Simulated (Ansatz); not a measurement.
# Phonons of NbAlB in the AlB2 type, part 2 of 3

The plan: relax NbAlB in the AlB2 type, check its phonons, and, if the lattice is stable, compute its Eliashberg function and ρ(T).

Ansatz 0.2.0; DFT LDA, scalar-relativistic, plane waves, PAW; PAW set soft_1.

So far. Step 2 (Rough relaxation): The largest force is now zero by symmetry and the largest stress component 0.34 GPa. Step 3 (Relaxation): The largest force is now zero by symmetry and the largest stress component 0.0014 GPa. The relaxed cell has a = 3.570, c = 3.323 Å (conventional setting).

The structure was built from a prototype and need not be the compound's stable phase.

### Step 4. Relaxing tightly for phonons

No force is left; the cell is relaxed once more with another smearing and tight thresholds.

input.yaml

```yaml
crystal:
  lattice:
    - [3.5703428115, -2.8823e-06, 0.0]
    - [-1.7851689096, 3.0920090161, 0.0]
    - [0.0, 0.0, 3.3225857523]
  atoms:
    - { symbol: Nb, position: [0.0, 0.0, 0.0] }
    - { symbol: B, position: [0.3333333333, 0.6666666667, 0.5] }
    - { symbol: Al, position: [0.6666666667, 0.3333333333, 0.5] }
kpoints:
  mp_grid: { grid: [9, 9, 8] }
hamiltonian:
  xc: lda
  pseudopotentials: { kind: paw, azcp: { folder: soft_1 }, xc_functional: pbe }
scf:
  occupations: { method: methfessel_paxton, width: 0.2 }
output:
  forces: true
  stress: true
  eigenvalues: true
relax:
  adjacent_minimum: "off"
  f_tol: 0.001
  max_steps: 60
  cell: { stress_tol: 0.01 }
```

Run with:

```sh
$ ansatz run input.yaml --threads 4 --pin off --max-ram 12288MiB --backend cpu --events-out ev --progress --plain --runs-dir out
```

Numbers of over 12 decimals in the logs are rounded to 6 here.

What it wrote:

```text
[the first part of the log is left out]
  E_paw        = -3492.049402  (= ΣΔE_a)
  E_vpaw       = -128.372179  (= ΣTr[D̂ρ^β])
  E_aug_tail   = 0.000047  (compensation charges beyond the density's cutoff)
  E_ewald      = -1411.304475
  E_core_change = 0.527245  (= ΣΔE_core)
  E_smearing   = 0.000408  (= −TS)
  E_closure    = 0.000000  (closes the sum)
  Σ components = -5105.600256   (vs F -5105.600256, Δ=0.00e0)
[...]
--- Stress (GPa, compression-positive) ---
        0.000619       0.000000       0.000000
       -0.000000       0.000619      -0.000000
        0.000000      -0.000000      -0.001476
  P = ⅓ Tr σ = -0.0001 GPa (-0.001 kbar)
--- Band table (eV; the first three rows and the last of 60) ---
[...]
--- Relaxed structure (5 steps of the walk, 5 accepted, 1 SCFs on fresh bases) ---
[...]
cell:  # Å, volume = 36.6645 Å³
    - [3.571390, -2.883148393988968e-6, 0.0]
    - [-1.785693, 3.092916, 0.0]
    - [0.0, 0.0, 3.319251]
  atoms:
    - { symbol: Nb, position: [0, 0, 0.0] }
    - { symbol: B, position: [0.333333, 0.666667, 0.5] }
    - { symbol: Al, position: [0.666667, 0.333333, 0.5] }
```

Run time: 5.3 s. Hardware: 4 threads of Arm Neoverse V1, shared host; peak memory 0.36 GiB.

The steps of the relaxation:

```
step  energy less that of the first step (eV)  largest force component (eV/Å)  pressure (GPa)  volume (Å³)
   1                                   0.0000                          0.0000           -0.05        36.68
   2                                   0.0000                          0.0000            0.12        36.64
   3                                   0.0000                          0.0000            0.02        36.66
   4                                   0.0000                          0.0000            0.01        36.66
   5                                   0.0000                          0.0000            0.00        36.66
   6                                   0.0000                          0.0000            0.00        36.66
```

The log counts 1 steps on a newly chosen plane-wave basis, not all of them marked here; energy and pressure can jump at such steps.

```
conventional cell, symmetrised  before  after  change
                         a (Å)   3.570  3.571  +0.0 %
                         b (Å)   3.570  3.571  +0.0 %
                         c (Å)   3.323  3.319  -0.1 %
              volume (Å³/atom)   12.23  12.22  -0.0 %
```

Final coordinates:

```cif
data_structure
_symmetry_space_group_name_H-M 'P 1'
_symmetry_Int_Tables_number 1
_cell_length_a 3.5714
_cell_length_b 3.5714
_cell_length_c 3.3193
_cell_angle_alpha 90.000
_cell_angle_beta 90.000
_cell_angle_gamma 120.000
_cell_volume 36.66
loop_
_atom_site_label
_atom_site_type_symbol
_atom_site_fract_x
_atom_site_fract_y
_atom_site_fract_z
_atom_site_occupancy
Nb1 Nb 0.00000 0.00000 0.00000 1
B2 B 0.33333 0.66667 0.50000 1
Al3 Al 0.66667 0.33333 0.50000 1
```

This step gave:

| Quantity | Value |
| --- | --- |
| pressure | -7.92e-5 GPa |
| volume per atom | 12.22 Å³/atom |

The largest force is now zero by symmetry and the largest stress component 0.0015 GPa, small enough for phonons.

### Step 5. Phonons by linear response: q 2×2×2, k 6×6×6

Before any scattering is computed, the phonons show whether the structure is a minimum.

input.yaml

```yaml
crystal:
  lattice:
    - [3.5713901665, -2.8831e-06, 0.0]
    - [-1.7856925864, 3.0929160526, 0.0]
    - [0.0, 0.0, 3.3192512464]
  atoms:
    - { symbol: Nb, position: [0.0, 0.0, 0.0] }
    - { symbol: B, position: [0.3333333333, 0.6666666667, 0.5] }
    - { symbol: Al, position: [0.6666666667, 0.3333333333, 0.5] }
kpoints:
  mp_grid: { grid: [6, 6, 6] }
hamiltonian:
  xc: lda
  pseudopotentials: { kind: paw, azcp: { folder: soft_1 }, xc_functional: pbe }
scf:
  occupations: { method: methfessel_paxton, width: 0.2 }
output:
  eigenvalues: true
phonons:
  method: dfpt
  qmesh: [2, 2, 2]
  temperatures: { t_max: 1000, t_step: 50 }
  qpath:
    path:
      - [[0.0, 0.0, 0.0], [0.5, 0.0, 0.0], [0.33333333, 0.33333333, 0.0], [0.0, 0.0, 0.0], [0.0, 0.0, 0.5], [0.5, 0.0, 0.5], [0.33333333, 0.33333333, 0.5], [0.0, 0.0, 0.5]]
      - [[0.5, 0.0, 0.5], [0.5, 0.0, 0.0]]
      - [[0.33333333, 0.33333333, 0.5], [0.33333333, 0.33333333, 0.0]]
    npoints: 10
```

What it wrote:

```text
[...]
Crystal: 3 atoms, lattice volume = 36.664 Å³
Basis set: ecut = 420 eV, 689 PW (Γ), exchange–correlation on 48×48×48 points (8 copies of the dense FFT grid, shifted against one another)
Bands: 14, of which v1, the nominal top of the filled ones, is band 10 counted from 1 (9 counted from 0)
Symmetry: 12 space group operations
k-points: 28 of 216 (time reversal used)
[...]
SCF iter   1: F=—  HF=-5107.807583 eV  |F-HF|=—  |Δ(HF+E_count)|=         —  Δρ=1.06e-1  dr2=8.28e0  ethr=3.10e-3  ⟨swp⟩=5.1  Hψ=2065  notcnv=0
[...]
SCF iter   9: F=-5105.585014 eV  HF=-5105.585014 eV  |F-HF|=0.00e0  |Δ(HF+E_count)|=  9.09e-13  S|Δr|=    0.00e0  Δρ=4.67e-8  dr2=4.12e-13  ethr=1.00e-12  ⟨swp⟩=5.5  Hψ=1518  notcnv=0
SCF 1 converged in 9 iterations: F = -5105.585014 eV  dr2 = 4.12e-13
[...]
phonons: the bands overlap, so this run is a metal and interpolates without the dipole-dipole term. If the crystal is really an insulator or semiconductor, its LO-TO splitting is missing
NSCF: frozen V_eff on 28 k-points
[...]
DFPT response loops at q = (0, 0, 0) (fractional): preconditioner auto → Kerker (q_TF=auto, 2.445 Å⁻¹) (partly filled bands, converged f_vac=0.000); β = 1.00, the filter's whole step (`scf.mixing.beta` (0.50) is not read by the response loops under this deck's `scf.mixing.preconditioner`; to damp them name `kerker` or `kerker_dos`, under which they read `scf.mixing.beta`, and type it under 1.00, their step now; both keys bind the ground state too); Broyden in place of MSR1
[...]
SCF converged after 9 iterations
Stability not checked: this state was not tested for a lower state beside it, because cold or Methfessel-Paxton smearing, or corrected tetrahedra, fill the levels in a way that the test cannot read (fill_not_monotonic; see scf.lower_state_search)
Free energy (F): -5105.585014 eV
[...]
Internal energy: -5105.580262 eV  (E = F + TS)
E sigma→0 (E₀):  -5105.583826 eV
Entropy (-TS):   -0.004752 eV (-1.584 meV/atom)
Fermi energy:    14.891335 eV
[...]
--- Band table (eV; the first three rows and the last of 28) ---
  k-point 0: bands = [... 6 lower, 11.1894, 11.4936, 14.3391, 15.5788, 15.5788, 16.9062, 16.9062, 17.0121]
  k-point 1: bands = [... 6 lower, 11.4447, 11.4447, 14.3095, 14.3095, 14.5085, 17.3014, 17.3014, 17.4272]
  k-point 2: bands = [... 6 lower, 12.0163, 12.0163, 13.3101, 13.3101, 15.8188, 15.9530, 15.9530, 18.2875]
  k-point 27: bands = [... 6 lower, 10.7161, 11.0719, 11.6297, 16.3457, 17.1676, 17.7689, 18.3592, 18.8992]
--- Phonons (Γ-DFPT): 6 representative perturbations + reference (Σ response iterations 18) ---
  ASR residual: 2.601e-5 → 0.000e0 eV/Å²; symmetrization residual: 2.709e-6 eV/Å²
  ASR residual per site (eV/Å²): 2.60e-5 1.35e-5 5.12e-6
  Γ frequencies (cm⁻¹): 0.00 0.00 0.00 125.96 309.13 309.13 345.39 702.55 702.55
--- Phonons (arbitrary-q DFPT): 4 irreducible q on the 2×2×2 mesh ---
  q = [0.0000, 0.0000, 0.0000] (star 1, of the zone-centre solve; hermiticity 2.63e-7, symmetrization 3.30e-8): -0.00 -0.00 0.00 125.96 309.13 309.13 345.39 702.55 702.55
  q = [0.0000, 0.0000, -0.5000] (star 1, 6 solved perturbations in 324 linear systems a pass and spin channel, the states on 80 of 216 k-point pairs; hermiticity 1.20e-7, symmetrization 5.64e-8): 139.79 139.79 209.20 221.58 283.07 283.07 350.56 689.23 689.23
[...]
sum rule: each row above includes the acoustic sum rule's correction from the zone centre's row sums; it moved no ω² by more than (0.58 cm⁻¹)²
  mesh force constants: q→R imaginary residual 1.66e-17; ASR residual 2.601e-5 → 0.000e0 eV/Å²; symmetrization residual 7.105e-15 eV/Å²
  interpolated dispersion: 93 rows × 9 modes
  density of states and harmonic sums: on the 20×20×20 q-mesh, interpolated from the force constants of a 2×2×2 supercell (no non-analytic term)
  largest difference from the sums on the solved wave vectors: F 6.05e-2 eV, S 8.04e-5 and C_V 2.02e-5 eV/K
  zero-point energy: 0.180329 eV/cell   skipped modes (ω ≤ 0): 234, of them read as no rigid motion or as one in doubt: 231 (5.179e-1 modes/cell left out, lowest -131.50 cm⁻¹)   left out of the sums: 5.76e-2 of the cell's modes: C_V's classical limit lies that fraction below 3 k_B per atom; for a crystal, a wire or a layer, F and S can be off by more, and a phonons.interpolated_qmesh denser along its periods is the remedy for the sampling
```

It took 23 s on 4 threads; peak memory 0.46 GiB; 85 s of CPU time.

Reading the cycles: dr2 is the Hartree energy of the density residual (eV), the measure of convergence; HF is the Harris–Foulkes estimate of the energy, which meets the free energy F at convergence.

This step gave:

* share of imaginary modes in the plain interpolation between solved wavevectors: 0.0567
* highest frequency, solved or plainly interpolated: 723.1 cm⁻¹

Solved on the 2×2×2 mesh alone; all other wavevectors are interpolated. Phonon branches along the path, in cm⁻¹:

| point | branch 1 | branch 2 | branch 3 | branch 4 | branch 5 | branch 6 | branch 7 | branch 8 | branch 9 |
| --- | --- | --- | --- | --- | --- | --- | --- | --- | --- |
| Γ | 0 | 0 | 0 | 126 | 309 | 309 | 345 | 702 | 702 |
| halfway | 62 | 96 | 119 | 132 | 309 | 334 | 376 | 684 | 697 |
| M | 72 | 106 | 129 | 170 | 313 | 319 | 442 | 668 | 691 |
| halfway | 98 | 108 | 136 | 174 | 296 | 316 | 460 | 639 | 713 |
| K | 110 | 113 | 146 | 180 | 281 | 313 | 478 | 619 | 723 |
| halfway | 73 | 104 | 128 | 138 | 302 | 331 | 398 | 672 | 704 |
| Γ | 0 | 0 | 0 | 126 | 309 | 309 | 345 | 702 | 702 |
| halfway | 95 | 95 | 147 | 187 | 298 | 298 | 345 | 696 | 696 |
| A | 140 | 140 | 209 | 222 | 283 | 283 | 351 | 689 | 689 |
| halfway | -68 | 133 | 205 | 253 | 279 | 344 | 371 | 670 | 696 |
| L | -132 | 126 | 197 | 253 | 275 | 350 | 461 | 635 | 703 |
| halfway | -122 | 92 | 153 | 260 | 322 | 350 | 461 | 623 | 707 |
| H | -102 | 10 | 125 | 264 | 351 | 351 | 465 | 610 | 711 |
| halfway | -84 | 123 | 186 | 258 | 301 | 344 | 384 | 662 | 699 |
| A | 140 | 140 | 209 | 222 | 283 | 283 | 351 | 689 | 689 |
| jump to L | -132 | 126 | 197 | 253 | 275 | 350 | 461 | 635 | 703 |
| halfway | -81 | 98 | 187 | 207 | 296 | 335 | 452 | 652 | 697 |
| M | 72 | 106 | 129 | 170 | 313 | 319 | 442 | 668 | 691 |
| jump to H | -102 | 10 | 125 | 264 | 351 | 351 | 465 | 610 | 711 |
| halfway | 43 | 60 | 146 | 213 | 322 | 336 | 472 | 614 | 717 |
| K | 110 | 113 | 146 | 180 | 281 | 313 | 478 | 619 | 723 |

The phonon branches as a text plot (rows in cm⁻¹):

```
    705 |********************************************************
    670 |   *****     ***          ****         ***     ***
    634 |        *****                 ****   **     ***       **
    598 |                                  ***             ****
    563 |
    527 |
    492 |          **                                          **
    456 |      ****  *                 *******       **********
    420 |    **       *               *       **
    385 |   *          **            *          *
    349 |****           ********************************   ***
    314 |**********************    *      *   *** *    ****   ***
    278 |         ****         *********** ***** ******    *   **
    242 |                          ********     ***  **     **
    207 |                      **********        *******      *
    171 |     ********        **         *    ***      ****   ***
    136 |********************** **************  ******    **** **
    100 |  ***************   ***   *      *   **  *   *** *   * *
     64 | *******      ***  **             *             **   **
     29 |**               * *       *        *          *  ***
     -7 |                  *                *
    -42 |                                        *           *
    -78 |                            *          *      *    *
   -114 |                             **********     **    *
         Γ     M   K       Γ     A      L   H      A|L   M|H    K
```

Lowest modes at the softest wavevector of the mesh. Modes at q = (0.500, 0.500, 0.500), with each element's share of the kinetic energy (negative means imaginary):

```csv
mode,frequency (cm⁻¹),Nb %,B %,Al %
1,-131.5,77,10,13
2,125.9,100,0,0
3,196.7,91,1,8
4,253.3,5,88,6
5,274.9,0,32,68
6,350.1,18,2,80
```

Displacements in mode 1 (-131.5 cm⁻¹), the largest set to 1, in the home cell:
```
Nb1  0.83 -0.48  0.00
B2   0.00  0.00  1.00
Al3  0.00  0.00  0.74
```

Displacements in mode 6 (350.1 cm⁻¹), the largest set to 1, in the home cell:
```
Nb1  0.22 -0.13  0.00
B2   0.00  0.00 -0.24
Al3  0.00  0.00 -1.00
```

Among the solved wavevectors the lowest mode, translations apart, is -132 cm⁻¹, imaginary.

[end of part 2 of 3]

[Logs are printed without paths, hosts, clocks, repeated set-up lines and the standing remarks that a program may print on its own settings, such as how far it seeks lower states.]

[Hosts, paths, dates, database ids (printed as entryN), source tags and the programs' standing remarks are cut or masked in the printed files.]
